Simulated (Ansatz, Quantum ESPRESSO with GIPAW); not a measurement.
# Al2O3 (Corundum): working out the 27Al quadrupolar coupling

A plane-wave PAW calculation (PBE, Ansatz) gives this electric field gradient, in 10²¹ V/m² and Cartesian axes, at one Al site of Al2O3 (Corundum) (atom 1; AlO6; site symmetry 3):

```
     -0.2859        0.0000        0.0000
      0.0000       -0.2859        0.0000
      0.0000        0.0000        0.5719
```

27Al has spin 5/2, Q = 0.1466 barn and |γ|/2π = 11.1031 MHz/T. The cell is the R-3c form of a database entry, static and at 0 K. 

**Task.** Find C_Q, η_Q and ν_Q, and the shift and width of the central transition under fast MAS at 11.7 T and 20 T.

1. The tensor is symmetric and traceless. Its eigenvalues, ordered by size, are V_xx = -0.2859, V_yy = -0.2859 and V_zz = 0.5719.

2. η_Q = (V_xx − V_yy)/V_zz = 0.000.

3. C_Q = eQV_zz/h. One unit of 10²¹ V/m² with one barn gives 24.18 MHz, so C_Q = 24.18 × 0.1466 × 0.5719 = 2.027 MHz. A spectrum shows its size, not its sign.

4. ν_Q = 3C_Q/[2I(2I−1)] = 0.304 MHz in size, and P_Q = |C_Q|√(1 + η²/3) = 2.027 MHz.

5. The resonances lie at ν0 = 129.91 and 222.06 MHz, so ν_Q/ν0 is 0.002 at most and second order holds. The centre of gravity moves by δ_Q = −(3/40)(P_Q/ν0)² F × 10⁶ ppm, with F = [I(I+1) − 3/4]/[I²(2I−1)²] = 0.08: -1.46 ppm at 11.7 T and -0.500 ppm at 20 T.

6. Summing the second-order term over orientations gives a full width of 3.13 ppm (0.41 kHz) and 1.07 ppm (0.24 kHz). In ppm both fall as 1/B²: (11.7/20)² = 0.342. The spinning rate must pass the static width for this shape to show cleanly.

[Banner, clock, file and message-heading lines were taken out of the pw.x and gipaw.x logs.]

[Logs are printed without paths, hosts, clocks, repeated set-up lines and the standing remarks that a program may print on its own settings, such as how far it seeks lower states.]

[Hosts, paths, dates, database ids (printed as entryN), source tags and the programs' standing remarks are cut or masked in the printed files.]
